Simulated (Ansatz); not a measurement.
**Glassy 77P2O5-23MgO (mol %) (76 atoms) in motion**

Aim: follow glassy 77P2O5-23MgO (mol %) (76 atoms) for a short time with forces from DFT, then look at structure and electrons in the last frame.

Program: Ansatz 0.2.0. Level of theory: Kohn-Sham DFT, RPBE, PAW (set soft_2), plane waves. Results are calculated unless marked as measured.

## (1) The starting structure

The cell holds 76 atoms: 20 P, 3 Mg and 53 O. Its edges and angles: a = 10.092 Å, b = 10.092 Å, c = 10.092 Å, α = 90.0°, β = 90.0°, γ = 90.0°. 76 atoms (20 P, 3 Mg, 53 O) placed at random at 2.41 g/cm³, melted at 4000 K for 10 ps at fixed volume with the Morse and Coulomb pair potential with partial charges (Pedone, Malavasi, Menziani, Cormack and Segre, J. Phys. Chem. B 110, 11780 (2006)). Quenched from 4000 K to 300 K at 20 K/ps and fixed volume, held 10 ps at zero pressure.

Before any run, some limits are plain. The quench rate of 20 K/ps is many orders above laboratory rates, so the cell is likely richer in defects and strain than a real sample. The starting topology of bonds comes from the classical model. Sampling is at Γ alone, for a cell whose shortest periodic width is 10 Å.

## (2) Single point at the start

The forces at the start show how far the geometry lies from a minimum of this functional.

Input file input.yaml:

```yaml
crystal:
  lattice:
    - [10.09236, 0.0, 0.0]
    - [0.0, 10.09236, 0.0]
    - [0.0, 0.0, 10.09236]
  atoms:
    - { symbol: P, position: [0.64445, 0.56644, 0.49217] }
    - { symbol: P, position: [0.93307, 0.81103, 0.0499] }
    - { symbol: P, position: [0.3265, 0.83695, 0.72431] }
    - { symbol: P, position: [0.4236, 0.58271, 0.10016] }
    [... 66 atom lines left out ...]
    - { symbol: O, position: [0.89685, 0.71514, 0.9329] }
    - { symbol: O, position: [0.35828, 0.7595, 0.38975] }
    - { symbol: O, position: [0.67144, 0.6976, 0.42015] }
    - { symbol: O, position: [0.56565, 0.22184, 0.0715] }
    - { symbol: O, position: [0.20395, 0.06928, 0.39021] }
    - { symbol: O, position: [0.43566, 0.12253, 0.4758] }
kpoints:
  mp_grid: { grid: [1, 1, 1] }
hamiltonian:
  xc: rpbe
scf:
  occupations: { method: fixed }
output:
  forces: true
```

On the command line:

```sh
> ansatz run input.yaml --threads 4 --pin off --max-ram 8192MiB --backend cpu --events-out ev --progress --plain --runs-dir out
```

Elapsed: 9.3 s, on 4 threads of Arm Neoverse V1, shared host; peak memory 1.1 GiB; 34 s of CPU time.

The run gave:

```yaml
free_energy: -51134.2448 eV
free_energy_per_atom: -672.8190 eV/atom
scf_cycles: 10
r_m_s_force_component: 1.756 eV/Å
longest_force: 10.37 eV/Å
fermi_energy: 4.1 eV
```

The r.m.s. force component of 1.8 eV/Å sets the starting point.

Neighbours are counted within 2.11 Å (O-P), 2.52 Å (O-Mg).

Length of the force by element and coordination:

```csv
element,coordination,atoms,mean length of the force (eV/Å),spread,least,most
Mg,all,3,0.944,0.225,0.710,1.25
O,all,53,2.00,1.01,0.0867,4.62
O,1,11,1.31,0.845,0.0867,3.33
O,2,42,2.18,0.963,0.431,4.62
P,all,20,3.96,2.46,0.965,10.4
P,4,18,4.00,2.58,0.965,10.4
P,5,1,2.96,0,2.96,2.96
P,6,1,4.28,0,4.28,4.28
```

## (3) Dynamics at 300 K

A Langevin thermostat couples each atom to a heat bath, at the price of damped dynamics. The time step is 1.0 fs.

Changes to input.yaml since step 2:

```diff
@@ -15 +15,8 @@
   forces: true
+md:
+  timestep: 1.0
+  n_steps: 480
+  ensemble: nvt_langevin
+  temperature: 300
+  initial_velocities: maxwell_boltzmann
+  seed: 8660
```

Wall time 45 min (4 threads); peak memory 1.1 GiB.

The program notes that it switched symmetry off.

Rows from the run:

```csv
time (fs),T (K),potential (meV/atom)
0.0,296,0.0
32.0,453,-44.7
64.0,548,-68.4
96.0,509,-71.9
128.0,441,-78.3
160.0,498,-85.5
192.0,429,-88.7
224.0,413,-92.7
256.0,421,-102.1
288.0,328,-100.1
320.0,295,-101.5
352.0,301,-107.1
384.0,325,-113.9
416.0,276,-105.4
448.0,302,-110.6
480.0,267,-104.9
```

Mean square displacement from the first frame to the last: P 0.16 Å², Mg 0.088 Å², O 0.32 Å².

Mean square displacement against time lag:

```csv
time lag (fs),Mg (Å²),O (Å²),P (Å²)
1.0,3.5e-5,6.0e-5,3.5e-5
10.0,0.00326,0.00528,0.00297
20.0,0.0114,0.0158,0.00835
30.0,0.0214,0.0267,0.0130
40.0,0.0305,0.0375,0.0164
50.0,0.0372,0.0463,0.0186
60.0,0.0416,0.0536,0.0212
70.0,0.0443,0.0614,0.0245
80.0,0.0457,0.0693,0.0280
90.0,0.0461,0.0766,0.0312
100.0,0.0457,0.0837,0.0340
110.0,0.0449,0.0904,0.0371
120.0,0.0445,0.0961,0.0402
130.0,0.0443,0.101,0.0433
140.0,0.0444,0.106,0.0466
150.0,0.0450,0.112,0.0496
160.0,0.0460,0.118,0.0529
170.0,0.0476,0.125,0.0565
180.0,0.0498,0.132,0.0603
190.0,0.0518,0.139,0.0641
200.0,0.0532,0.146,0.0673
210.0,0.0542,0.154,0.0704
220.0,0.0553,0.161,0.0737
230.0,0.0568,0.169,0.0770
240.0,0.0586,0.176,0.0803
```

Over the second half of 480 fs the temperature averages 318 K, falling from about 359 to 289 K (means over the first and last quarter of that half). From first frame to last O has the largest mean square displacement, 0.32 Å² at the end; the farthest move is 1.10 Å. The count of bonds goes from 95 in the first frame to 93 in the last, by one set of cutoffs: 2 pairs passed out of them and 0 came within. The run spans 0.48 ps, too short for its means to be equilibrium values.

## (4) Distances and neighbours late in the run

The g(r) is a mean over the second half; what follows it is taken at the last frame.

Bonds before and after, by the cutoffs listed below:

```csv
pair,bonds before,bonds after,mean before (Å),mean after (Å),spread before (Å),spread after (Å)
O-P,83,81,1.558,1.584,0.076,0.102
O-Mg,12,12,2.043,1.986,0.044,0.074
```

Density 2.49 g/cm³, 13.53 Å³ an atom.

Mean of 14 frames. Pair distribution functions g(r), in bins of 0.2 Å:

```csv
r (Å),total,O-O,O-P,O-Mg,P-P,P-Mg,Mg-Mg
1.40,1.34,0.00,3.65,0.00,0.00,0.00,0.00
1.60,2.93,0.00,8.00,0.00,0.00,0.00,0.00
1.80,0.38,0.00,0.91,0.84,0.00,0.00,0.00
2.00,0.37,0.00,0.08,6.22,0.00,0.00,0.00
2.20,0.09,0.08,0.02,0.71,0.00,0.00,0.00
2.40,0.80,1.62,0.02,0.00,0.00,0.00,0.00
2.60,1.90,3.88,0.03,0.00,0.00,0.00,0.00
2.80,0.49,0.88,0.08,0.00,0.47,0.00,0.00
3.00,0.86,0.99,0.35,0.12,3.41,0.26,0.00
3.20,0.96,0.94,0.77,0.30,2.06,2.93,0.00
3.40,0.90,0.75,1.10,0.73,0.22,3.71,0.00
3.60,1.02,0.76,1.61,0.75,0.13,0.50,0.48
3.80,1.01,0.61,1.69,1.06,0.44,0.13,0.90
4.00,1.25,0.68,1.98,1.62,1.27,0.49,3.67
4.20,1.08,0.86,1.22,1.83,1.20,0.98,4.01
4.40,1.02,1.01,0.88,1.55,1.43,0.73,1.71
4.60,1.06,1.28,0.70,1.24,1.35,0.72,0.00
4.80,1.08,1.42,0.68,0.50,1.30,0.89,0.00
```

Bonds by pair of elements; cutoffs follow the first minimum of g(r), held within bounds set by covalent radii, and pairs that aren't listed don't count as bonded:

```csv
pair A-B,cutoff (Å),bonds,mean length (Å),spread (Å),shortest (Å),B about A,A about B
O-P,2.11,81,1.58,0.102,1.44,1.53,4.05
O-Mg,2.58,12,1.99,0.074,1.89,0.226,4
```

How many atoms have how many bonded neighbours:

```csv
element,mean,1,2,4,5
Mg,4,0,0,3,0
O,1.75,13,40,0,0
P,4.05,0,0,19,1
```

Bond angles, per cent of each kind in bins of 5°:

```csv
angle (°),O-P-O,P-O-P,O-Mg-O,Mg-O-P
70–75,0.8,0.0,0.0,0.0
75–80,0.0,0.0,0.0,0.0
80–85,0.0,0.0,0.0,0.0
85–90,1.6,0.0,5.6,0.0
90–95,1.6,0.0,5.6,0.0
95–100,11.3,0.0,11.1,0.0
100–105,21.0,0.0,27.8,0.0
105–110,23.4,0.0,11.1,0.0
110–115,14.5,0.0,11.1,0.0
115–120,16.1,3.6,5.6,0.0
120–125,5.7,0.0,5.6,0.0
125–130,0.8,14.3,5.6,8.3
130–135,1.6,17.9,0.0,16.7
135–140,0.0,17.9,11.1,8.3
140–145,0.0,7.1,0.0,8.3
145–150,0.8,7.1,0.0,16.7
150–155,0.8,10.7,0.0,8.3
155–160,0.0,7.1,0.0,16.7
160–165,0.0,3.6,0.0,8.3
165–170,0.0,7.1,0.0,0.0
170–175,0.0,3.6,0.0,0.0
175–180,0.0,0.0,0.0,8.3
```

Bond angles (no mean is given where the spread exceeds 20°):

```csv
angle,count,mean (°),spread (°)
O-P-O,124,109,10.2
P-O-P,28,143,13.9
O-Mg-O,18,110,14.1
Mg-O-P,12,148,14.2
```

Oxygen atoms by the number of network formers (Si, P, Ge, B, Al, As, Ga) bound to them:

```csv
network formers bound to O,O atoms,per cent
0,0,0
1,25,47.2
2,28,52.8
```

Network units: each former by its oxygen neighbours and how many of them bridge to another former:

```csv
former,O neighbours,bridging O,atoms
P,4,2,8
P,4,3,9
P,4,4,2
P,5,5,1
```

Bond length by coordination (bonds to H left out):

```csv
element,coordination,atoms,mean bond length (Å)
O,1,13,1.47
O,2,40,1.66
P,4,19,1.58
P,5,1,1.70
```

Rings of the network by King's shortest-path rule, up to 12 atoms, one path for each pair of neighbours; H, halogens, alkali and alkaline-earth atoms are left out, and the last column divides by all other atoms, bonded or not:

```csv
ring size (atoms),rings,per network atom
8,2,0.027
10,2,0.027
12,2,0.027
```

For some of the pairs, g(r) has its first main peak near 2.5 Å (O-O), 1.6 Å (O-P), 2.0 Å (O-Mg) and 3.1 Å (P-P). By these cutoffs all Mg atoms have 4, 75 % of O atoms have 2 and 95 % of P atoms have 4 bonded neighbours. The O-P-O angle averages 109° with a spread of 10°. 53 % of the oxygens bridge two formers (P) and 47 % are non-bridging. The commonest P unit has 4 oxygens, 3 of them shared with other formers (9 of 20 atoms). Rings of 8, 10 and 12 atoms are the most common (33 % each of those counted); sizes run from 8 to 12, where the search stops.

## (5) Single point at the last frame

The last frame is solved again with fuller output, to read the electronic structure of a thermally displaced geometry.

Input file input.yaml:

```yaml
crystal:
  lattice:
    - [10.09236, 0.0, 0.0]
    - [0.0, 10.09236, 0.0]
    - [0.0, 0.0, 10.09236]
  atoms:
    - { symbol: P, position: [0.62056, 0.59317, 0.47263] }
    - { symbol: P, position: [0.93407, 0.81098, 0.04456] }
    - { symbol: P, position: [0.36142, 0.8552, 0.75129] }
    - { symbol: P, position: [0.43825, 0.56193, 0.09874] }
    [... 66 atom lines left out ...]
    - { symbol: O, position: [0.91995, 0.72797, 0.91169] }
    - { symbol: O, position: [0.32966, 0.77215, 0.35156] }
    - { symbol: O, position: [0.68623, 0.74141, 0.40899] }
    - { symbol: O, position: [0.64231, 0.20707, 0.10162] }
    - { symbol: O, position: [0.20102, 0.11225, 0.35606] }
    - { symbol: O, position: [0.39943, 0.12638, 0.53705] }
kpoints:
  mp_grid: { grid: [1, 1, 1] }
hamiltonian:
  xc: rpbe
scf:
  occupations: { method: fixed }
output:
  forces: true
  stress: true
  populations: true
  dos:
    method: { smearing: { sigma: 0.15 } }
    de: 0.1
    projected: { site_lists: { Mg: [Mg], O: [O], P: [P] } }
  eigenvalues: true
  write_density: true
  write_potential: true
  volumetric_format: npy
```

Elapsed: 15 s, on 4 threads; peak memory 1.2 GiB.

The program notes that the exchange-correlation potential is rough where the density is thin.

Numbers from this run:

```
free energy                                      : -51142.2162 eV
free energy per atom                             : -672.9239 eV/atom
SCF cycles                                       : 10
pressure                                         : 2.602 GPa
r.m.s. force component                           : 0.9412 eV/Å
longest force                                    : 4.318 eV/Å
Fermi energy                                     : 3.555 eV
gap (highest filled to lowest empty level) : 2.01 eV
spilling of the projection                       : 0.01726
```

Neighbours are counted within 2.11 Å (O-P), 2.58 Å (O-Mg), the cutoffs taken from the dynamics.

Length of the force by element and coordination:

```csv
element,coordination,atoms,mean length of the force (eV/Å),spread,least,most
Mg,all,3,0.552,0.0596,0.487,0.631
O,all,53,1.18,0.644,0.247,3.62
O,1,13,1.11,0.434,0.348,1.77
O,2,40,1.20,0.697,0.247,3.62
P,all,20,2.12,0.878,0.243,4.32
P,4,19,2.12,0.900,0.243,4.32
P,5,1,2.17,0,2.17,2.17
```

Density of states as counts of states in windows of 1 eV (from the Fermi level), total and the larger projections:

```csv
from (eV),to (eV),total,O p,P p,O s
-14,-13,5.0,2.9,0.6,0.6
-13,-12,6.2,3.6,0.9,0.7
-12,-11,8.9,5.4,1.5,0.8
-11,-10,11.0,7.0,2.3,0.7
-10,-9,13.8,9.2,3.3,0.5
-9,-8,7.0,4.8,1.5,0.4
-8,-7,11.5,8.2,1.4,1.2
-7,-6,33.1,25.4,3.1,3.1
-6,-5,31.7,26.1,2.3,2.3
-5,-4,41.4,35.6,2.3,2.2
-4,-3,50.9,45.7,2.1,1.7
-3,-2,41.6,38.4,1.5,0.7
-2,-1,38.5,36.0,1.3,0.3
-1,0,13.9,13.2,0.3,0.1
0,1,1.4,1.3,0.0,0.0
1,2,0.6,0.1,0.1,0.1
2,3,2.4,0.5,0.4,0.4
3,4,4.2,0.8,0.8,0.7
4,5,8.9,1.8,2.4,1.2
```

With fixed occupations the program's Fermi level is the highest filled level; weight inside the gap is the broadening of levels at its edges.

Between -26 and -14 eV lie 108 more states.

The stored curve holds about 424 of the 448 electrons; the rest, give or take the few that broadening carries across the Fermi level, lie in deeper levels below its range.

The levels nearest the highest filled one (over half full), pooled over k-points and spins:

```csv
level less the highest filled one (eV),occupation
-0.883,2
-0.793,2
-0.691,2
-0.518,2
-0.349,2
0,2
2.01,0
2.95,0
3.65,0
3.92,0
4.51,0
4.59,0
```

## (6) What came out

```yaml
mean_temperature_second_half: 317.8 K
temperature_swing_second_half: 35.34 K
free_energy_per_atom: -672.9239 eV/atom
pressure: 2.602 GPa
r_m_s_force_component: 0.9412 eV/Å
spacing_of_highest_filled_and_lowest_empty_level: 2.01 eV
wall_time_of_the_3_dft_runs: 45 min
```

In words: Over the second half of 480 fs the temperature averages 318 K, falling from about 359 to 289 K (means over the first and last quarter of that half). The count of bonds goes from 95 in the first frame to 93 in the last, by one set of cutoffs: 2 pairs passed out of them and 0 came within. The run spans 0.48 ps, too short for its means to be equilibrium values. With the cutoffs above, all Mg atoms have 4, 75 % of O atoms have 2 and 95 % of P atoms have 4 bonded neighbours. 53 % of the oxygens bridge two formers (P) and 47 % are non-bridging. Filled and empty levels are parted by 2.01 eV (at Γ alone); a semilocal functional tends to put such gaps too low. In a disordered cell it changes from sample to sample, and tail or defect levels can set it.

Caveats: The starting topology of bonds comes from the classical model; in DFT 2 of its 95 bonded pairs passed out of the cutoffs and 0 came within them. The pressure of 2.6 GPa is that of one thermal frame at a volume set beforehand, without the kinetic term.

[Logs are printed without paths, hosts, clocks, repeated set-up lines and the standing remarks that a program may print on its own settings, such as how far it seeks lower states.]

[Hosts, paths, dates, database ids (printed as entryN), source tags and the programs' standing remarks are cut or masked in the printed files.]
